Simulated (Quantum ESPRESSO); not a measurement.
# Calculated records

**Mo2C: parallel and opposed starts**

The structure is orthorhombic, space group Pbcn (No. 60). Conventional cell: a = 4.735 Å, b = 6.025 Å, c = 5.210 Å, α = 90.00°, β = 90.00°, γ = 90.00°. Nearest to Mo lie 3 C at 2.09 to 2.12 Å. Nearest to C lie 6 Mo at 2.09 to 2.12 Å. Farther neighbours are not listed.

```
Mo C
1.0
     4.73500    0.00000    0.00000
     0.00000    6.02500    0.00000
     0.00000    0.00000    5.21000
Mo C
8 4
Direct
  0.24500 0.12500 0.08300
  0.25500 0.37500 0.58300
  0.74500 0.37500 0.91700
  0.75500 0.12500 0.41700
  0.75500 0.87500 0.91700
  0.74500 0.62500 0.41700
  0.25500 0.62500 0.08300
  0.24500 0.87500 0.58300
  0.00000 0.37500 0.25000
  0.50000 0.12500 0.75000
  0.00000 0.62500 0.75000
  0.50000 0.87500 0.25000
```

- method: PBEsol; plane waves with GBRV 1.5 PBEsol potentials, no spin-orbit coupling (and 1 further level or step)
- program: Quantum ESPRESSO 7.5
- settings of one run: GBRV 1.5 PBEsol, potential files Mo: mo_pbesol_v1.uspp.F.UPF, C: c_pbesol_v1.2.uspp.F.UPF, cutoff 544.23 eV, 6×6×6 k-mesh, 85 bands, fermi-dirac occupations, smearing width 0.1 eV, collinear spin, SCF threshold 2.40e-8, mesh matched on, starting moments 1 1 1 1 1 1 1 1 0 0 0 0 μB
- cost: 3 runs, 9.9 min in all on 4 MPI ranks of AMD EPYC 9R45, shared host (the runs of this entry)
- lowest state found: non-magnetic (from ferro ++++++++, antiferro +--+-++- and antiferro +--+--++)
- largest site moment: 0 μB

The lowest state carries no moment, and no start kept one. This is the lowest of 3 collinear or spinless starts, no proof of the ground state.

[Logs and program files are shortened in this print: banners, set-up blocks, solver, clock and traceback lines can be left out without a mark of their own.]

[Logs are printed without paths, hosts, clocks, repeated set-up lines and the standing remarks that a program may print on its own settings, such as how far it seeks lower states.]

[Hosts, paths, dates, database ids (printed as entryN), source tags and the programs' standing remarks are cut or masked in the printed files.]

[Where a cell is said to come from a database of computed structures, the database is the Materials Project.]
